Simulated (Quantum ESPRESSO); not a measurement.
# SiC(110), H on both faces, stepped through the number of layers, part 3 of 11

Aim: how the results for SiC(110), H on both faces change with the number of layers.

Quantum ESPRESSO 7.5; plane-wave DFT, PBE, GBRV ultrasoft pseudopotentials.

So far. Step 2 (Relaxing cell and ions of the reference):  The last row is no step: it is a fresh SCF in the final cell with a new plane-wave basis, +0 meV from the row before.

## (4) Relaxation with pw.x, 3 layers

What the set-up leaves free in this member is relaxed.

System of this step: SiC(110), H on both faces, 3 layers. The cell holds 10 atoms: 4 H, 3 Si and 3 C. Cell: a = 4.378 Å, b = 3.096 Å, c = 21.491 Å, α = 90.0°, β = 90.0°, γ = 90.0°. It derives from SiC. Vacuum lies along c.

Input file m0.relax.in:

```
&control
  prefix = 'm0.relax'
  outdir = './out'
  pseudo_dir = './pseudo'
  nstep = 80
  forc_conv_thr = 0.0006
  calculation = 'relax'
/
&system
  ibrav = 0
  nat = 10
  ntyp = 3
  ecutwfc = 40
  ecutrho = 200
  occupations = 'smearing'
  smearing = 'fd'
  degauss = 0.002
/
&electrons
  conv_thr = 1e-08
  mixing_beta = 0.4
  electron_maxstep = 120
  mixing_mode = 'plain'
/
&ions
/
ATOMIC_SPECIES
  H   1.0080  h_pbe_v1.4.uspp.F.UPF
  Si  28.0850  si_pbe_v1.uspp.F.UPF
  C   12.0110  c_pbe_v1.2.uspp.F.UPF
CELL_PARAMETERS angstrom
  4.37818550200000 0.00000000000000 0.00000000000000
  0.00000000000000 3.09619996900000 0.00000000000000
  0.00000000000000 0.00000000000000 21.49118811849718
ATOMIC_POSITIONS crystal
  H   0.806231759000 0.000000000000 0.372134085231
  H   0.397632945500 0.500000000000 0.385427356842
  Si  0.000000000000 0.000000000000 0.427965825995
  C   0.250000000000 0.500000000000 0.427965825995
  Si  0.500000000000 0.500000000000 0.500000000000
  C   0.750000000000 0.000000000000 0.500000000000
  Si  0.000000000000 0.000000000000 0.572034174005
  C   0.250000000000 0.500000000000 0.572034174005
  H   0.397632945500 0.500000000000 0.614572643158
  H   0.806231759000 0.000000000000 0.627865914769
K_POINTS automatic
  4 8 1 0 0 0
```

On the command line:

```bash
$ OMP_NUM_THREADS=1 mpirun -n 4 pw.x -nk 2 -in m0.relax.in > m0.relax.out
```

Log:

```text
[banner, memory and clock lines left out]
Program PWSCF v.7.5 starts

          URL

     Message from routine setup:
     using ibrav=0 with symmetry is DISCOURAGED, use correct ibrav instead

     bravais-lattice index     =            0
     lattice parameter (alat)  =       8.2736  a.u.
     unit-cell volume          =    1965.9849 (a.u.)^3
     number of atoms/cell      =           10
     number of atomic types    =            3
     number of electrons       =        28.00
     number of Kohn-Sham states=           18
     kinetic-energy cutoff     =      40.0000  Ry
     charge density cutoff     =     200.0000  Ry
     scf convergence threshold =      1.0E-08
     mixing beta               =       0.4000
     number of iterations used =            8  plain     mixing
     energy convergence thresh.=      1.0E-04
     force convergence thresh. =      6.0E-04
     Exchange-correlation= SLA  PW   PBE  PBE
                           (   1   4   3   4   0   0   0)
     nstep                     =           80

     celldm(1)=   8.273572  celldm(2)=   0.000000  celldm(3)=   0.000000
     celldm(4)=   0.000000  celldm(5)=   0.000000  celldm(6)=   0.000000

     crystal axes: (cart. coord. in units of alat)
               a(1) = (   1.000000   0.000000   0.000000 )
               a(2) = (   0.000000   0.707188   0.000000 )
               a(3) = (   0.000000   0.000000   4.908697 )

     reciprocal axes: (cart. coord. in units 2 pi/alat)
               b(1) = (  1.000000  0.000000  0.000000 )
               b(2) = (  0.000000  1.414051  0.000000 )
               b(3) = (  0.000000  0.000000  0.203720 )

     PseudoPot. # 1 for H  read from file:
     ./pseudo/h_pbe_v1.4.uspp.F.UPF
     Pseudo is Ultrasoft, Zval =  1.0
     Generated by new atomic code, or converted to UPF format
     Using radial grid of  615 points,  2 beta functions with:
                l(1) =   0
                l(2) =   0
     Q(r) pseudized with  8 coefficients,  rinner =    0.700

     PseudoPot. # 2 for Si read from file:
     ./pseudo/si_pbe_v1.uspp.F.UPF
     Pseudo is Ultrasoft + core correction, Zval =  4.0
     Generated by new atomic code, or converted to UPF format
     Using radial grid of  899 points,  6 beta functions with:
                l(1) =   0
                l(2) =   0
                l(3) =   1
                l(4) =   1
                l(5) =   2
                l(6) =   2
     Q(r) pseudized with  8 coefficients,  rinner =    0.900   0.900   0.900
                                                       0.900   0.900

     PseudoPot. # 3 for C  read from file:
     ./pseudo/c_pbe_v1.2.uspp.F.UPF
     Pseudo is Ultrasoft + core correction, Zval =  4.0
     Generated by new atomic code, or converted to UPF format
     Using radial grid of  721 points,  4 beta functions with:
                l(1) =   0
                l(2) =   0
                l(3) =   1
                l(4) =   1
     Q(r) pseudized with  8 coefficients,  rinner =    1.100   1.100   1.100

     atomic species   valence    mass     pseudopotential
     H                 1.00     1.00800     H ( 1.00)
     Si                4.00    28.08500     Si( 1.00)
     C                 4.00    12.01100     C ( 1.00)

      4 Sym. Ops. (no inversion) found

   Cartesian axes

     site n.     atom                  positions (alat units)
         1        H      tau(   1) = (   0.8062318   0.0000000   1.8266936  )
         2        H      tau(   2) = (   0.3976329   0.3535940   1.8919463  )
         3        Si     tau(   3) = (   0.0000000   0.0000000   2.1007548  )
         4        C      tau(   4) = (   0.2500000   0.3535940   2.1007548  )
         5        Si     tau(   5) = (   0.5000000   0.3535940   2.4543487  )
         6        C      tau(   6) = (   0.7500000   0.0000000   2.4543487  )
         7        Si     tau(   7) = (   0.0000000   0.0000000   2.8079427  )
         8        C      tau(   8) = (   0.2500000   0.3535940   2.8079427  )
         9        H      tau(   9) = (   0.3976329   0.3535940   3.0167512  )
        10        H      tau(  10) = (   0.8062318   0.0000000   3.0820038  )

     number of k points=    15  Fermi-Dirac smearing, width (Ry)=  0.0020
                       cart. coord. in units 2pi/alat
        k(    1) = (   0.0000000   0.0000000   0.0000000), wk =   0.0625000
        k(    2) = (   0.0000000   0.1767564   0.0000000), wk =   0.1250000
        k(    3) = (   0.0000000   0.3535128   0.0000000), wk =   0.1250000
        k(    4) = (   0.0000000   0.5302692   0.0000000), wk =   0.1250000
        k(    5) = (   0.0000000  -0.7070256   0.0000000), wk =   0.0625000
        k(    6) = (   0.2500000   0.0000000   0.0000000), wk =   0.1250000
        k(    7) = (   0.2500000   0.1767564   0.0000000), wk =   0.2500000
        k(    8) = (   0.2500000   0.3535128   0.0000000), wk =   0.2500000
        k(    9) = (   0.2500000   0.5302692   0.0000000), wk =   0.2500000
        k(   10) = (   0.2500000  -0.7070256   0.0000000), wk =   0.1250000
        k(   11) = (  -0.5000000   0.0000000   0.0000000), wk =   0.0625000
        k(   12) = (  -0.5000000   0.1767564   0.0000000), wk =   0.1250000
        k(   13) = (  -0.5000000   0.3535128   0.0000000), wk =   0.1250000
        k(   14) = (  -0.5000000   0.5302692   0.0000000), wk =   0.1250000
        k(   15) = (  -0.5000000  -0.7070256   0.0000000), wk =   0.0625000

     Dense  grid:    93893 G-vectors     FFT dimensions: (  40,  27, 192)

     Smooth grid:    67201 G-vectors     FFT dimensions: (  36,  24, 180)

     Initial potential from superposition of free atoms

     starting charge      27.9978, renormalised to      28.0000

     negative rho (up, down):  8.914E-04 0.000E+00
     Starting wfcs are   28 randomized atomic wfcs

     per-process dynamical memory:    49.3 Mb

     Self-consistent Calculation

     iteration #  1     ecut=    40.00 Ry     beta= 0.40
     Davidson diagonalization with overlap
     ethr =  1.00E-02,  avg # of iterations =  3.1

     negative rho (up, down):  7.878E-04 0.000E+00

     total energy              =     -67.78719438 Ry
     estimated scf accuracy    <       1.58453496 Ry

     iteration #  2     ecut=    40.00 Ry     beta= 0.40
     Davidson diagonalization with overlap
     ethr =  5.66E-03,  avg # of iterations =  2.1

     negative rho (up, down):  8.834E-04 0.000E+00

     total energy              =     -68.01863489 Ry
     estimated scf accuracy    <       0.10811041 Ry

     iteration #  3     ecut=    40.00 Ry     beta= 0.40
     Davidson diagonalization with overlap
     ethr =  3.86E-04,  avg # of iterations =  5.7

[...]
total energy              =     -68.02666853 Ry
     estimated scf accuracy    <       0.00000076 Ry

     iteration #  3     ecut=    40.00 Ry     beta= 0.40
     Davidson diagonalization with overlap
     ethr =  2.71E-09,  avg # of iterations =  1.3

     negative rho (up, down):  1.147E-03 0.000E+00

     total energy              =     -68.02666858 Ry
     estimated scf accuracy    <       0.00000017 Ry

     iteration #  4     ecut=    40.00 Ry     beta= 0.40
     Davidson diagonalization with overlap
     ethr =  5.92E-10,  avg # of iterations =  2.0

     negative rho (up, down):  1.147E-03 0.000E+00

     total energy              =     -68.02666860 Ry
     estimated scf accuracy    <       0.00000002 Ry

     iteration #  5     ecut=    40.00 Ry     beta= 0.40
     Davidson diagonalization with overlap
     ethr =  6.46E-11,  avg # of iterations =  2.1

     negative rho (up, down):  1.147E-03 0.000E+00

     total energy              =     -68.02666861 Ry
     estimated scf accuracy    <          2.7E-09 Ry

     iteration #  6     ecut=    40.00 Ry     beta= 0.40
     Davidson diagonalization with overlap
     ethr =  9.57E-12,  avg # of iterations =  2.9

     negative rho (up, down):  1.147E-03 0.000E+00

     total energy              =     -68.02666861 Ry
     estimated scf accuracy    <          3.6E-10 Ry

     iteration #  7     ecut=    40.00 Ry     beta= 0.40
     Davidson diagonalization with overlap
     ethr =  1.28E-12,  avg # of iterations =  3.6

     negative rho (up, down):  1.147E-03 0.000E+00

     End of self-consistent calculation

          k = 0.0000 0.0000 0.0000 (  8423 PWs)   bands (ev):

   -16.2923 -14.4089 -12.5184  -9.1343  -8.0540  -7.8979  -6.4173  -5.5650
    -5.5189  -4.3122  -2.9321  -2.9039  -2.7681  -1.9139   0.9700   2.3546
     2.6097   3.0821

          k = 0.0000 0.1768 0.0000 (  8378 PWs)   bands (ev):

   -16.0982 -14.2400 -12.4214  -9.0355  -8.0484  -7.7638  -6.2784  -5.5424
    -5.4572  -5.2459  -3.6686  -3.0682  -2.7843  -2.6446   1.5594   2.8328
     2.9522   3.4137

          k = 0.0000 0.3535 0.0000 (  8384 PWs)   bands (ev):

   -15.5274 -13.7616 -12.2537  -8.9267  -8.2396  -7.4441  -6.4532  -5.9427
    -5.7711  -5.2239  -4.6793  -4.0204  -3.4514  -2.9297   2.1299   2.7244
     2.8861   3.4700

          k = 0.0000 0.5303 0.0000 (  8454 PWs)   bands (ev):

   -14.6268 -13.1056 -12.5039  -8.9755  -8.9453  -7.4221  -6.4517  -6.1510
    -5.7451  -4.9250  -4.7764  -4.6035  -4.3707  -3.3298   1.3594   1.9313
     3.5196   3.9262

          k = 0.0000-0.7070 0.0000 (  8404 PWs)   bands (ev):

   -13.6874 -13.2882 -12.7193  -9.4471  -8.5899  -8.1082  -6.0525  -5.6667
    -5.5205  -5.5031  -5.0418  -4.6656  -4.1642  -3.8529   0.8315   1.8653
     3.2963   3.5923

          k = 0.2500 0.0000 0.0000 (  8343 PWs)   bands (ev):

   -15.9266 -14.2447 -13.3588  -9.3293  -9.1141  -7.1072  -6.1744  -5.6509
    -4.4869  -4.0335  -3.1151  -2.8586  -2.6614  -2.3603   1.5276   2.7521
     2.9991   3.5249

          k = 0.2500 0.1768 0.0000 (  8361 PWs)   bands (ev):

   -15.7369 -14.0808 -13.2220  -9.1918  -9.0011  -7.1157  -6.0433  -5.8891
    -4.6154  -4.5925  -3.5766  -3.4772  -3.0997  -2.5447   2.0664   3.2139
     3.3645   3.8203

          k = 0.2500 0.3535 0.0000 (  8427 PWs)   bands (ev):

   -15.1824 -13.6198 -12.8844  -8.9217  -8.7808  -7.5618  -6.6255  -5.7397
    -5.4819  -5.0454  -4.5727  -4.0861  -3.2436  -3.0776   2.7503   2.9140
     3.4457   3.8993

          k = 0.2500 0.5303 0.0000 (  8424 PWs)   bands (ev):

   -14.3268 -13.0003 -12.6987  -9.1626  -8.9095  -8.0034  -7.2266  -6.1801
    -5.6504  -5.2978  -4.4193  -4.3134  -3.7488  -3.5327   2.2929   2.3848
     3.3097   3.9782

          k = 0.2500-0.7070 0.0000 (  8412 PWs)   bands (ev):

   -13.5284 -13.0840 -12.6482  -9.2205  -8.9304  -8.8775  -7.0260  -6.0116
    -5.8763  -5.3653  -4.3423  -4.3361  -4.0074  -3.7413   2.0660   2.1773
     2.8385   4.7249

          k =-0.5000 0.0000 0.0000 (  8368 PWs)   bands (ev):

   -15.0728 -14.6197 -14.0517  -9.8619  -8.9830  -7.7934  -5.7334  -4.5577
    -4.0683  -3.3804  -3.3458  -3.2066  -2.8118  -2.7275   2.6381   3.1722
     3.2765   3.7260

          k =-0.5000 0.1768 0.0000 (  8376 PWs)   bands (ev):

   -14.8997 -14.4433 -13.8948  -9.7051  -8.8633  -7.7112  -5.6368  -5.0332
    -4.5465  -4.5075  -3.6604  -3.2486  -2.9402  -2.9354   3.1738   3.5787
     3.6644   4.2175

          k =-0.5000 0.3535 0.0000 (  8418 PWs)   bands (ev):

   -14.4095 -13.9410 -13.4575  -9.2919  -8.6388  -7.7317  -6.6970  -5.8969
    -5.4338  -5.4186  -4.0682  -3.5726  -3.2947  -3.1097   3.3551   3.9471
     4.0183   4.3224

          k =-0.5000 0.5303 0.0000 (  8406 PWs)   bands (ev):

   -13.7374 -13.2443 -12.8850  -9.0712  -8.9174  -8.6787  -7.3600  -6.4771
    -6.0272  -5.4589  -4.2759  -3.7814  -3.6161  -3.5158   3.1312   3.7742
     3.9252   4.3163

          k =-0.5000-0.7070 0.0000 (  8404 PWs)   bands (ev):

   -13.3426 -12.8277 -12.5729  -9.5862  -9.3952  -8.9277  -7.2258  -6.3703
    -6.0379  -5.7990  -4.3998  -3.9511  -3.7038  -3.6465   3.1900   3.7981
     3.9599   4.0879

     the Fermi energy is    -0.3934 ev

!    total energy              =     -68.02666861 Ry
     estimated scf accuracy    <          9.2E-11 Ry
     smearing contrib. (-TS)   =       0.00000000 Ry
     internal energy E=F+TS    =     -68.02666861 Ry

     The total energy is F=E-TS. E is the sum of the following terms:
     one-electron contribution =    -755.17253760 Ry
     hartree contribution      =     383.90281875 Ry
     xc contribution           =     -27.05717994 Ry
     ewald contribution        =     330.30023018 Ry

     convergence has been achieved in   7 iterations

     negative rho (up, down):  1.147E-03 0.000E+00

     Forces acting on atoms (cartesian axes, Ry/au):

     atom    1 type  1   force =     0.00009328    0.00000000   -0.00093275
     atom    2 type  1   force =    -0.00016577    0.00000000   -0.00043739
     atom    3 type  2   force =    -0.00063675    0.00000000   -0.00066117
     atom    4 type  3   force =     0.00026914    0.00000000   -0.00000283
     atom    5 type  2   force =     0.00047932    0.00000000    0.00000000
     atom    6 type  3   force =     0.00040087    0.00000000    0.00000000
     atom    7 type  2   force =    -0.00063675   -0.00000000    0.00066117
     atom    8 type  3   force =     0.00026914   -0.00000000    0.00000283
     atom    9 type  1   force =    -0.00016577    0.00000000    0.00043739
     atom   10 type  1   force =     0.00009328   -0.00000000    0.00093275

     Total force =     0.002101     Total SCF correction =     0.000018
     Energy error            =      9.9E-06 Ry
     Gradient error          =      9.3E-04 Ry/Bohr

     number of scf cycles    =  12
     number of bfgs steps    =  11

     energy             old  =     -68.0266586582 Ry
     energy             new  =     -68.0266686074 Ry

     CASE: energy            _new < energy            _old

     new trust radius        =       0.0049579501 bohr
     new conv_thr            =            1.0E-10 Ry

ATOMIC_POSITIONS (crystal)
H                0.8121139473        0.0000000000        0.3709020917
H                0.3884358402        0.5000000000        0.3870146967
Si               0.0049073765       -0.0000000000        0.4287991685
C                0.2459590406        0.5000000000        0.4295561943
Si               0.5036435419        0.5000000000        0.5000000000
C                0.7512534580        0.0000000000        0.5000000000
Si               0.0049073765        0.0000000000        0.5712008315
C                0.2459590406        0.5000000000        0.5704438057
H                0.3884358402        0.5000000000        0.6129853033
H                0.8121139473       -0.0000000000        0.6290979083

     XML data file
     NEW-OLD atomic charge density approx. for the potential

     negative rho (up, down):  1.145E-03 0.000E+00

     per-process dynamical memory:    66.2 Mb

     Self-consistent Calculation

     iteration #  1     ecut=    40.00 Ry     beta= 0.40
```

Elapsed: 3 min, on 4 MPI ranks of Arm Neoverse V1, shared host; peak memory 0.63 GiB.

Step by step:

```csv
step,energy less that of the first step (eV),largest force (eV/Å)
1,0.0000,0.9416
2,-0.0378,0.3071
3,-0.0471,0.2104
4,-0.0540,0.1547
5,-0.0586,0.1089
6,-0.0595,0.0911
7,-0.0602,0.0741
8,-0.0611,0.0545
9,-0.0619,0.0465
10,-0.0623,0.0323
11,-0.0624,0.0302
12,-0.0626,0.0241
13,-0.0627,0.0340
14,-0.0628,0.0300
15,-0.0628,0.0132
```

The atoms that moved most (Å):

```
atom      dx     dy      dz  length
  H9  -0.042  0.000  -0.032   0.053
  H2  -0.042  0.000   0.032   0.053
  H1   0.028  0.000  -0.031   0.042
 H10   0.028  0.000   0.031   0.042
  C8  -0.018  0.000  -0.034   0.038
  C4  -0.018  0.000   0.034   0.038
 Si3   0.021  0.000   0.016   0.026
 Si7   0.021  0.000  -0.016   0.026
```

The relaxation lowers the energy by 6 meV an atom.

This step gave:

- free energy: -925.5502 eV
- Fermi energy: -0.3896 eV

(Continued in part 4 of 11.)

[Logs are printed without paths, hosts, clocks, repeated set-up lines and the standing remarks that a program may print on its own settings, such as how far it seeks lower states.]

[Hosts, paths, dates, database ids (printed as entryN), source tags and the programs' standing remarks are cut or masked in the printed files.]

[Maps of the electrostatic potential energy from Ansatz leave out the sawtooth potential of an applied field or a dipole correction, so their vacuum need not be flat; planar profiles and work functions include it.]
